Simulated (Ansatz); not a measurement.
## LiCNO (R3m): from the cell to its phonons

How does LiCNO (R3m) vibrate, and is this structure a minimum?

Main program and level: Ansatz 0.2.0; DFT PBEsol+D3(BJ), scalar-relativistic, plane waves, PAW.

Report form: the programs' logs are mostly left out.

## Step 1: The starting structure

Symmetry: R3m, No. 160, trigonal system. Conventional cell: a = 3.288 Å, b = 3.288 Å, c = 14.286 Å, α = 90.00°, β = 90.00°, γ = 120.00°. Li has 3 N at 2.18 Å and 3 O at 2.28 Å nearest. Nearest to C lie 1 N at 1.19 Å and 1 O at 1.23 Å. N has 1 C at 1.19 Å and 3 Li at 2.18 Å nearest. Nearest to O lie 1 C at 1.23 Å and 3 Li at 2.28 Å. Farther neighbours and most contacts between anions are not listed.

## Step 2: Bringing the structure to rest

The cell and atoms are relaxed, since residual forces and stress would shift the frequencies.

The input, input.yaml:

```yaml
crystal:
  lattice:
    - [1.6439881806, 0.9491570186, 4.7620539288]
    - [-1.6439881806, 0.9491570186, 4.7620539288]
    - [0.0, -1.8983140372, 4.7620539288]
  atoms:
    - { symbol: Li, position: [0.005259, 0.005259, 0.005259] }
    - { symbol: C, position: [0.497462, 0.497462, 0.497462] }
    - { symbol: "N", position: [0.41396, 0.41396, 0.41396] }
    - { symbol: O, position: [0.583319, 0.583319, 0.583319] }
kpoints:
  mp_grid: { grid: [9, 9, 9] }
hamiltonian:
  xc: pbesol
  dispersion: d3bj
scf:
  occupations: { method: gaussian, width: 0.02 }
output:
  forces: true
  stress: true
  eigenvalues: true
  write_density: true
  write_potential: true
  elf: true
  volumetric_format: npy
relax:
  adjacent_minimum: "off"
  f_tol: 0.005
  max_steps: 80
  cell: { stress_tol: 0.05 }
```

Started as:

```
ansatz run input.yaml --threads 4 --pin off --max-ram 7168MiB --backend cpu --events-out ev --progress --plain --runs-dir out
```

It took 12 s on 4 threads of Arm Neoverse V2, shared host; peak memory 0.41 GiB.

The steps of the relaxation:

| step | energy less that of the first step (eV) | largest force component (eV/Å) | pressure (GPa) | volume (Å³) |
| --- | --- | --- | --- | --- |
| 1 | 0.0000 | 0.5429 | -3.38 | 44.58 |
| 2 | -0.0286 | 0.1195 | -1.32 | 42.87 |
| 3 | -0.0376 | 0.0307 | 0.14 | 41.66 |
| 4 | -0.0372 | 0.0044 | -0.01 | 41.78 |
| 5* | -0.0284 | 0.0040 | -0.34 | 41.78 |
| 6 | -0.0303 | 0.0219 | 0.00 | 41.44 |
| 7 | -0.0303 | 0.0083 | 0.01 | 41.45 |
| 8 | -0.0303 | 0.0021 | 0.00 | 41.44 |
| 9* | -0.0290 | 0.0018 | -0.03 | 41.44 |

Relaxation steps marked * repeat the geometry before them on a plane-wave basis chosen anew for their cell, so energy and pressure can jump there.

Forces are held to the 6 operations that the run works with; a distortion that breaks them can't arise in this run.

| conventional cell, symmetrised | before | after | change |
| --- | --- | --- | --- |
| a (Å) | 3.288 | 3.182 | -3.2 % |
| b (Å) | 3.288 | 3.182 | -3.2 % |
| c (Å) | 14.286 | 14.182 | -0.7 % |
| volume (Å³/atom) | 11.15 | 10.36 | -7.0 % |

The relaxed structure:

```cif
data_structure
_symmetry_space_group_name_H-M 'P 1'
_symmetry_Int_Tables_number 1
_cell_length_a 5.0716
_cell_length_b 5.0716
_cell_length_c 5.0716
_cell_angle_alpha 36.562
_cell_angle_beta 36.562
_cell_angle_gamma 36.562
_cell_volume 41.44
loop_
_atom_site_label
_atom_site_type_symbol
_atom_site_fract_x
_atom_site_fract_y
_atom_site_fract_z
_atom_site_occupancy
Li1 Li 0.00539 0.00539 0.00539 1
C2 C 0.49753 0.49753 0.49753 1
N3 N 0.41369 0.41369 0.41369 1
O4 O 0.58339 0.58339 0.58339 1
```

Numbers from this step:

| Property | Result |
| --- | --- |
| pressure | -0.03251 GPa |
| gap on the k-mesh | 4.707 eV |
| volume per atom | 10.36 Å³ |
| direct gap on mesh | 4.859 eV |

Valence density in the ac plane of the conventional cell at fractional y = 0.000, with atoms of Li and C and N and O within 0.2 Å of it. It is the smooth field of the valence electrons, not physical close to the nuclei.

Ten steps, logarithmic in the rise over the least value, from '_' (0.0 e/Å³) to '@' (6.5 e/Å³), each cell a mean:
```
##**--........::........==##
______..::--------::::..____
______..::--------::....____
______....::------::....____
______..::--------::::..____
____....::----==----::..____
______..::--------::::..____
______......::::......______
++++==--....______..::--==++
@@@@##++--..____..::==**%%@@
@@%%##++--..____..::==**%%@@
####**==--..______::--++**##
%%##**++--::..__..::==++####
%%%%##++==::......::==**##%%
%%%%**++--::......::==++##%%
====--::....____....::----==
________......::......______
______..::--------::....____
______..::--------::....____
______....::------::....____
______..::--------::::..____
____....::----==----::....__
==--....::--------::::..::--
@@%%++::..............--##@@
```
Columns run along a (3.2 Å), rows up along c (14.2 Å), edges of the conventional cell, whose origin can differ from the input's. Atoms in or near the plane, at fractional coordinates: Li at (0.00, 0.01), C at (0.00, 0.50), N at (0.00, 0.41), O at (0.00, 0.58).

Electrostatic potential energy in the ac plane of the conventional cell at fractional y = 0.000, with atoms of Li and C and N and O within 0.2 Å of it. With pseudopotentials it is smooth inside the atoms' cores, unlike the true potential.

Ten even steps from '0' (-46 eV) to '9' (8 eV), each cell a mean:
```
55789999999865
99999999999999
99999999999999
99999998999999
99999999999999
99999999999999
99999999999999
99999999999999
78999999999988
01489999999731
01489999999731
00378999998620
01479999998730
00479999999720
12589999999741
99999999999999
99999999999999
99999999999999
99999999999999
99999998999999
99999999999999
99999999999999
78899999999987
23689999999753
```
Columns run along a (3.2 Å; values clipped at the 3rd and 97th percentile), rows up along c (14.2 Å), edges of the conventional cell, whose origin can differ from the input's. Atoms in or near the plane, at fractional coordinates: Li at (0.00, 0.01), C at (0.00, 0.50), N at (0.00, 0.41), O at (0.00, 0.58).

ELF in the ac plane of the conventional cell at fractional y = 0.000, with atoms of Li and C and N and O within 0.2 Å of it. It is the smooth field of the valence electrons, not physical close to the nuclei.

Ten even steps from '0' (0.01) to '9' (0.90), each cell a mean:
```
65200122210035
00014677653100
00013455542100
00012344432000
00013566653100
00024677754200
00024677764200
00001122211000
77642000013567
67987300147887
67775200136787
44664100025654
56776300146776
45886410157875
67997310158987
88752000013578
11001222210001
00024677753100
00013455542100
00012344432000
00023566653100
00124677664200
21024677763101
98401222210169
```
Columns run along a (3.2 Å), rows up along c (14.2 Å), edges of the conventional cell, whose origin can differ from the input's. Atoms in or near the plane, at fractional coordinates: Li at (0.00, 0.01), C at (0.00, 0.50), N at (0.00, 0.41), O at (0.00, 0.58).

In this step the volume went from 11.15 to 10.36 Å³/atom.

## Step 3: Relaxing to small forces for the phonons

Phonons need a cell at rest on their own settings, so the relaxation is repeated with tight tolerances on forces and stress on the k mesh and occupations of the first response run.

The input, input.yaml:

```yaml
crystal:
  lattice:
    - [1.5908213436, 0.9184611309, 4.7272105056]
    - [-1.5908213436, 0.9184611309, 4.7272105056]
    - [0.0, -1.8369222619, 4.7272105056]
  atoms:
    - { symbol: Li, position: [0.0053892693, 0.0053892693, 0.0053892693] }
    - { symbol: C, position: [0.4975286303, 0.4975286303, 0.4975286303] }
    - { symbol: "N", position: [0.4136876419, 0.4136876419, 0.4136876419] }
    - { symbol: O, position: [0.5833944585, 0.5833944585, 0.5833944585] }
kpoints:
  mp_grid: { grid: [9, 9, 9] }
hamiltonian:
  xc: pbesol
  dispersion: d3bj
scf:
  occupations: { method: fixed }
output:
  forces: true
  stress: true
  eigenvalues: true
relax:
  adjacent_minimum: "off"
  f_tol: 0.001
  max_steps: 60
  cell: { stress_tol: 0.01 }
```

Run time: 10 s. Hardware: 4 threads; peak memory 0.39 GiB; 38 s of CPU time.

Little changed from the start: no atom moved by 0.005 Å and no cell edge by 0.1 %.

This step gave:

* pressure: 0.003890 GPa
* gap on the k-mesh: 4.708 eV
* volume per atom: 10.35 Å³
* direct gap on mesh: 4.860 eV

The largest force component left is 0.35 meV/Å and the pressure is 0.004 GPa, within the tolerances set. The cell now holds 10.35 Å³/atom.

## Step 4: Linear response at the zone centre

The zone centre comes first: it holds the modes that light can see, as far as symmetry allows. The response to a homogeneous field gives the Born charges and the dielectric tensor, and its change with displacement the Raman tensors.

The input, input.yaml:

```yaml
crystal:
  lattice:
    - [1.5899558441, 0.9179614346, 4.7274515555]
    - [-1.5899558441, 0.9179614346, 4.7274515555]
    - [0.0, -1.8359228692, 4.7274515555]
  atoms:
    - { symbol: Li, position: [0.0053609377, 0.0053609377, 0.0053609377] }
    - { symbol: C, position: [0.497536122, 0.497536122, 0.497536122] }
    - { symbol: "N", position: [0.4137046537, 0.4137046537, 0.4137046537] }
    - { symbol: O, position: [0.5833982866, 0.5833982866, 0.5833982866] }
kpoints:
  mp_grid: { grid: [9, 9, 9] }
hamiltonian:
  xc: pbesol
  dispersion: d3bj
scf:
  occupations: { method: fixed }
output:
  eigenvalues: true
phonons:
  method: dfpt
  dielectric: true
  rigid_motions: translations
  raman: true
```

The job ended after 1.9 min (4 threads; peak memory 1.1 GiB; 7.3 min of CPU time).

This step gave:

- sum-rule residual before enforcement: 1.56e-4 eV/Å²
- miss of the charge sum rule: 2.71e-5 e
- point group: 3m
- highest optical mode at the zone centre (no LO-TO term): 2266 cm⁻¹
- lowest optical zone-centre mode: 96.1 cm⁻¹
- mean high-frequency dielectric constant: 2.611
- largest Born charge (third of the trace): 1.245 e
- mean static dielectric constant: 7.266
- top of the zone-centre spectrum with the field: 2343 cm⁻¹

Without the LO-TO term. Patterns of degenerate modes are one choice out of their space. The modes at Γ (shares of kinetic energy by element, %):

| mode | frequency (cm⁻¹) | symmetry | Li % | C % | N % | O % |
| --- | --- | --- | --- | --- | --- | --- |
| 1 | 0.0 | acoustic | 14 | 25 | 29 | 33 |
| 2 | 0.0 | acoustic | 14 | 25 | 29 | 33 |
| 3 | 0.0 | acoustic | 14 | 25 | 29 | 33 |
| 4 | 96.1 | E | 10 | 0 | 36 | 54 |
| 5 | 96.1 | E | 10 | 0 | 36 | 54 |
| 6 | 268.5 | E | 76 | 6 | 18 | 0 |
| 7 | 268.5 | E | 76 | 6 | 18 | 0 |
| 8 | 327.0 | A1 | 85 | 2 | 4 | 8 |
| 9 | 606.4 | E | 0 | 69 | 17 | 13 |
| 10 | 606.4 | E | 0 | 69 | 17 | 13 |
| 11 | 1288.1 | A1 | 0 | 2 | 45 | 53 |
| 12 | 2266.4 | A1 | 0 | 71 | 22 | 7 |

Displacements in mode 4 (96.1 cm⁻¹), the largest set to 1:
```
Li1  0.02 -0.65  0.00
C2   0.00  0.06  0.00
N3   0.02 -0.87  0.00
O4  -0.03  1.00  0.00
```

Displacements in mode 6 (268.5 cm⁻¹), the largest set to 1:
```
Li1  0.01  1.00  0.00
C2   0.00 -0.22  0.00
N3   0.00 -0.34  0.00
O4   0.00  0.03  0.00
```

Optical modes at the zone centre, without and with the macroscopic field of the longitudinal modes; each column is sorted by frequency, so a row need not hold one and the same mode. Modes with and without the field, by row:

| rank among optical modes | no field (cm⁻¹) | q along (1, 0, 0) (cm⁻¹) | q along (0, 0, 1) (cm⁻¹) |
| --- | --- | --- | --- |
| 1 | 96.1 | 96.1 | 96.1 |
| 2 | 96.1 | 103.5 | 96.1 |
| 3 | 268.5 | 268.5 | 268.5 |
| 4 | 268.5 | 327 | 268.5 |
| 5 | 327 | 401.5 | 517.4 |
| 6 | 606.4 | 606.4 | 606.4 |
| 7 | 606.4 | 635.6 | 606.4 |
| 8 | 1288 | 1288 | 1293 |
| 9 | 2266 | 2266 | 2343 |

Born charge (rows field, columns displacement) (e), principal values of the symmetric part by kind of site:

| atom | atoms with these values | low | middle | high | mean |
| --- | --- | --- | --- | --- | --- |
| Li1 | 1 | 1.08 | 1.08 | 1.57 | 1.25 |
| C2 | 1 | 0.24 | 0.24 | 2.57 | 1.02 |
| N3 | 1 | -1.78 | -0.83 | -0.83 | -1.14 |
| O4 | 1 | -2.36 | -0.50 | -0.50 | -1.12 |

In full for O4:

```
-0.50  0.00  0.00
 0.00 -0.50  0.00
 0.00  0.00 -2.36
```

High-frequency dielectric tensor:

```
2.24 0.00 0.00
0.00 2.24 0.00
0.00 0.00 3.35
```

Static dielectric tensor (ions relaxed, fixed cell):

```
6.38 0.00 0.00
0.00 6.38 0.00
0.00 0.00 9.03
```

Transverse modes. Lines of the infrared spectrum (strongest = 100):

| position (cm⁻¹) | label | relative intensity |
| --- | --- | --- |
| 96 | E | 1.6 |
| 268 | E | 39 |
| 327 | A1 | 51 |
| 606 | E | 10 |
| 1288 | A1 | 3.7 |
| 2266 | A1 | 100 |

Activity x (w_L - w)^4 (n + 1)/w, 532 nm, 300 K; modes without the macroscopic field alone. Raman lines, with heights relative to the strongest:

| position (cm⁻¹) | label | relative intensity |
| --- | --- | --- |
| 96 | E | 100 |
| 268 | E | 0.5 |
| 327 | A1 | 1.0 |
| 606 | E | 1.7 |
| 1288 | A1 | 32 |
| 2266 | A1 | 6.1 |

Static second-order susceptibility (pm/V), twice the coefficient d of second-harmonic generation. Second order susceptibility, by row:

| field along | xx | yy | zz | yz | xz | xy |
| --- | --- | --- | --- | --- | --- | --- |
| x | 0 | 0 | 0 | 0 | 0.16 | 0.08 |
| y | 0.08 | -0.08 | 0 | 0.16 | 0 | 0 |
| z | 0.16 | 0.16 | 4.8 | 0 | 0 | 0 |

Before it was imposed, the acoustic sum rule was missed by 1.6e-4 eV/Å² and the charge sum rule by 2.7e-5 e. Small misses are needed for a sound result but don't prove that mesh and cutoff are converged. The lowest optical mode is real, 96.1 cm⁻¹.

## Step 5: Phonons on a q mesh

Stability and thermal properties need the whole zone. Linear response on a 3×3×3 q mesh gives force constants as far as a supercell of that size would, and the tensors from the zone-centre run are typed in so that the long-range dipole term is interpolated apart.

input.yaml, the sections that differ from step 4:

```yaml
phonons:
  method: dfpt
  qmesh: [3, 3, 3]
  temperatures: { t_max: 1000, t_step: 50 }
  qpath:
    path:
      - [[0.0, 0.0, 0.0], [-0.5, -0.5, -0.5], [-0.5, -0.19180309, -0.80819691]]
      - [[-0.19180309, 0.19180309, -0.5], [0.0, 0.0, -0.5], [0.0, 0.0, 0.0], [0.0, 0.34590154, -0.34590154]]
      - [[-0.34590154, 0.0, -0.65409846], [-0.5, 0.0, -0.5], [0.0, 0.0, 0.0]]
    npoints: 10
  non_analytic_term:
    high_frequency_dielectric_tensor: [[2.2407, 0.0, 0.0], [0.0, 2.2407, 0.0], [0.0, 0.0, 3.3506]]
    born_effective_charges:
      - { species: Li, tensor: [[1.0845, 0.0, 0.0], [0.0, 1.0845, 0.0], [0.0, 0.0, 1.5674]] }
      - { species: C, tensor: [[0.2433, 0.0, 0.0], [0.0, 0.2433, 0.0], [0.0, 0.0, 2.5728]] }
      - { species: "N", tensor: [[-0.8293, 0.0, 0.0], [0.0, -0.8293, 0.0], [0.0, 0.0, -1.7763]] }
      - { species: O, tensor: [[-0.4985, 0.0, 0.0], [0.0, -0.4985, 0.0], [0.0, 0.0, -2.3639]] }
    source: "zone-centre run at this cell"
# crystal, kpoints, hamiltonian, scf, output: as in step 4
```

Wall time 5.1 min (4 threads); peak memory 1.2 GiB.

This step gave:

* sum-rule residual before enforcement: 1.59e-4 eV/Å²
* lowest frequency on the path: -66.45 cm⁻¹
* highest frequency on the path or at a solved wavevector: 2343 cm⁻¹
* lowest mode on the q mesh (acoustic modes at Γ apart): -55.4 cm⁻¹

Frequencies (cm⁻¹) solved at each irreducible wavevector; negative means imaginary. Frequencies by wavevector, by row:

| q in reciprocal lattice units | star | mode 1 | mode 2 | mode 3 | mode 4 | mode 10 | mode 11 | mode 12 |
| --- | --- | --- | --- | --- | --- | --- | --- | --- |
| 0 0 0 | 1 | 0 | 0 | 0 | 96.1 | 606.4 | 1288 | 2266 |
| 0 0 0.3333 | 6 | 89.8 | 94.4 | 154.4 | 169.6 | 637.8 | 1281 | 2221 |
| 0 0.3333 0.3333 | 6 | 81.1 | 122.4 | 153.6 | 180.6 | 634.7 | 1280 | 2232 |
| 0 0.3333 -0.3333 | 6 | 111.4 | 166.6 | 183 | 237 | 629.2 | 1277 | 2202 |
| 0.3333 0.3333 0.3333 | 2 | -55.4 | -55.4 | 103.7 | 103.7 | 606.3 | 1288 | 2343 |
| 0.3333 0.3333 -0.3333 | 6 | 86.6 | 152.5 | 156.5 | 196.8 | 634.5 | 1280 | 2244 |

Interpolated from a 3×3×3 q mesh, with the LO-TO term (at Γ the limit along the path; where Γ stands inside the path, tables give the limit on arrival). Phonon branches along the path, in cm⁻¹:

| point | branch 1 | branch 2 | branch 3 | branch 4 | branch 9 | branch 10 | branch 11 | branch 12 |
| --- | --- | --- | --- | --- | --- | --- | --- | --- |
| Γ | 0 | 0 | 0 | 96 | 606 | 606 | 1293 | 2343 |
| halfway | -43 | -43 | 101 | 101 | 606 | 606 | 1292 | 2342 |
| T | -66 | -66 | 106 | 106 | 606 | 606 | 1282 | 2343 |
| halfway | 83 | 130 | 157 | 197 | 612 | 627 | 1279 | 2269 |
| H2 | 117 | 163 | 187 | 235 | 626 | 631 | 1277 | 2204 |
| jump to H0 | 117 | 163 | 187 | 235 | 626 | 631 | 1277 | 2204 |
| halfway | 99 | 144 | 188 | 214 | 619 | 636 | 1278 | 2202 |
| L | 102 | 107 | 174 | 194 | 613 | 640 | 1280 | 2205 |
| halfway | 69 | 78 | 135 | 141 | 610 | 636 | 1283 | 2237 |
| Γ | 0 | 0 | 0 | 96 | 606 | 635 | 1288 | 2270 |
| halfway | 71 | 104 | 145 | 169 | 612 | 636 | 1280 | 2224 |
| S0 | 113 | 166 | 185 | 237 | 627 | 630 | 1277 | 2202 |
| jump to S2 | 113 | 166 | 185 | 237 | 627 | 630 | 1277 | 2202 |
| halfway | 112 | 149 | 196 | 203 | 618 | 638 | 1279 | 2211 |
| F | 95 | 148 | 169 | 208 | 613 | 641 | 1279 | 2216 |
| halfway | 64 | 92 | 137 | 151 | 610 | 631 | 1282 | 2248 |
| Γ | 0 | 0 | 0 | 96 | 606 | 632 | 1289 | 2280 |

The phonon density of states has structure finer than the step of the table below, so its rows give means over 100 cm⁻¹, whole bins alone (the curve runs from -70 to 2350 cm⁻¹). Peaks (cm⁻¹: height): 110.0: 0.0353, 190.0: 0.0365, 270.0: 0.0341, 310.0: 0.0455, 630.0: 0.0499, 1270.0: 0.0287, 2210.0: 0.0228.

Tetrahedra on a 24×24×24 mesh, mean over bins of 20 cm-1. Interpolated from a 3×3×3 q mesh. Phonon density of states against wavenumber; means over each step:

| wavenumber (cm⁻¹) | phonon density of states (1/cm⁻¹/cell) |
| --- | --- |
| 0 | 0.00183 |
| 100 | 0.0213 |
| 200 | 0.0224 |
| 300 | 0.0260 |
| 400 | 0.00776 |
| 500 | 4.9e-4 |
| 600 | 0.0197 |
| 700 | 2.5e-4 |
| 800 | 0 |
| 900 | 0 |
| 1000 | 0 |
| 1100 | 0 |
| 1200 | 0 |
| 1300 | 0.01 |
| 1400 | 0 |
| 1500 | 0 |
| 1600 | 0 |
| 1700 | 0 |
| 1800 | 0 |
| 1900 | 0 |
| 2000 | 0 |
| 2100 | 0 |
| 2200 | 0.00735 |
| 2300 | 0.00264 |

The partial phonon density of states has structure finer than the step of the table below, so its rows give means over 100 cm⁻¹, whole bins alone (the curve runs from -76.2 to 2424 cm⁻¹). Peaks (cm⁻¹: height): C 112.4: 0.00508, 615.5: 0.0241, 2219.1: 0.00934; Li 301.1: 0.0234; N 175.3: 0.00903, 253.9: 0.00889, 615.5: 0.00581, 1275.8: 0.00942; O 112.4: 0.0156, 631.2: 0.00496, 1275.8: 0.0115.

Phonopy on the run's constants, 21x21x21 mesh, Gaussian sigma 17.9 cm-1. Interpolated from a 3×3×3 q mesh. Partial phonon density of states against wavenumber; means over each step; values in 1/cm⁻¹/cell:

| wavenumber (cm⁻¹) | C | Li | N | O |
| --- | --- | --- | --- | --- |
| 0 | 2.6e-4 | 2.0e-4 | 5.4e-4 | 0.00101 |
| 100 | 0.00368 | 0.00139 | 0.00484 | 0.0113 |
| 200 | 0.00351 | 0.00337 | 0.00822 | 0.00781 |
| 300 | 0.00126 | 0.0174 | 0.00583 | 7.4e-4 |
| 400 | 3.1e-4 | 0.00693 | 4.7e-4 | 1.3e-4 |
| 500 | 3.2e-5 | 5.6e-4 | 1.7e-5 | 1.7e-5 |
| 600 | 0.0121 | 9.0e-5 | 0.00290 | 0.00248 |
| 700 | 0.00169 | 1.8e-5 | 4.0e-4 | 3.6e-4 |
| 800 | 0 | 0 | 0 | 0 |
| 900 | 0 | 0 | 0 | 0 |
| 1000 | 0 | 0 | 0 | 0 |
| 1100 | 0 | 0 | 0 | 0 |
| 1200 | 1.6e-5 | 5.6e-7 | 3.1e-4 | 3.8e-4 |
| 1300 | 2.0e-4 | 1.4e-5 | 0.00410 | 0.00498 |
| 1400 | 0 | 0 | 1.3e-6 | 1.5e-6 |
| 1500 | 0 | 0 | 0 | 0 |
| 1600 | 0 | 0 | 0 | 0 |
| 1700 | 0 | 0 | 0 | 0 |
| 1800 | 0 | 0 | 0 | 0 |
| 1900 | 0 | 0 | 0 | 0 |
| 2000 | 0 | 0 | 0 | 0 |
| 2100 | 6.5e-6 | 0 | 1.9e-6 | 4.7e-7 |
| 2200 | 0.00495 | 5.4e-6 | 0.00165 | 4.9e-4 |
| 2300 | 0.00198 | 8.4e-7 | 6.3e-4 | 2.1e-4 |

Symmetry leaves 6 wavevectors to solve. The lowest mode among them, the acoustic zeros apart, lies at q = (0.333, 0.333, 0.333) and is imaginary, 55.4i cm⁻¹, so the energy falls along it. Between them the interpolated path dips to 66i cm⁻¹.

## Step 6: Outcome

- space group after relaxation (within 0.01 Å): R3m
- volume per atom: 10.3 Å³
- gap on the k-mesh: 4.71 eV
- highest optical mode at the zone centre (no LO-TO term): 2266 cm⁻¹
- top of the zone-centre spectrum with the field: 2343 cm⁻¹
- lowest optical zone-centre mode: 96.1 cm⁻¹
- mean high-frequency dielectric constant: 2.61
- mean static dielectric constant: 7.27
- largest Born charge (third of the trace): 1.25 e
- lowest mode on the q mesh (acoustic modes at Γ apart): -55.4 cm⁻¹
- highest frequency on the path or at a solved wavevector: 2343 cm⁻¹
- imaginary modes on the 3×3×3 q mesh: yes

Modes are clearly imaginary (beyond 10i cm⁻¹) at 1 of the 6 irreducible wavevectors, most at q = (0.333, 0.333, 0.333) (55.4i cm⁻¹), so this structure is not a minimum of the energy. Without the field, the optical modes at Γ span 96 to 2266 cm⁻¹. The highest mode in this list at Γ, 2266.4 cm⁻¹, is mostly motion of C (71 % of the kinetic energy). With the macroscopic field of the longitudinal modes the top of the zone-centre spectrum lies at 2343 cm⁻¹, against 2266 cm⁻¹ without it. Lattice motion raises the mean dielectric constant from 2.611 to 7.266. The strongest infrared line is at 2266 cm⁻¹. Averaged over orientations, the strongest Raman line at 532 nm and 300 K is at 96 cm⁻¹, among the modes without the field; their longitudinal partners can be Raman active too. The program warns that the interpolation holds no quadrupole term, so branches close to Γ can be off in this crystal. In the phonons the program treats the change of the C6 weights of the dispersion term with coordination only in part. These are harmonic frequencies at zero temperature: anharmonic shifts, linewidths and thermal expansion are left out.

[Logs are printed without paths, hosts, clocks, repeated set-up lines and the standing remarks that a program may print on its own settings, such as how far it seeks lower states.]

[Hosts, paths, dates, database ids (printed as entryN), source tags and the programs' standing remarks are cut or masked in the printed files.]
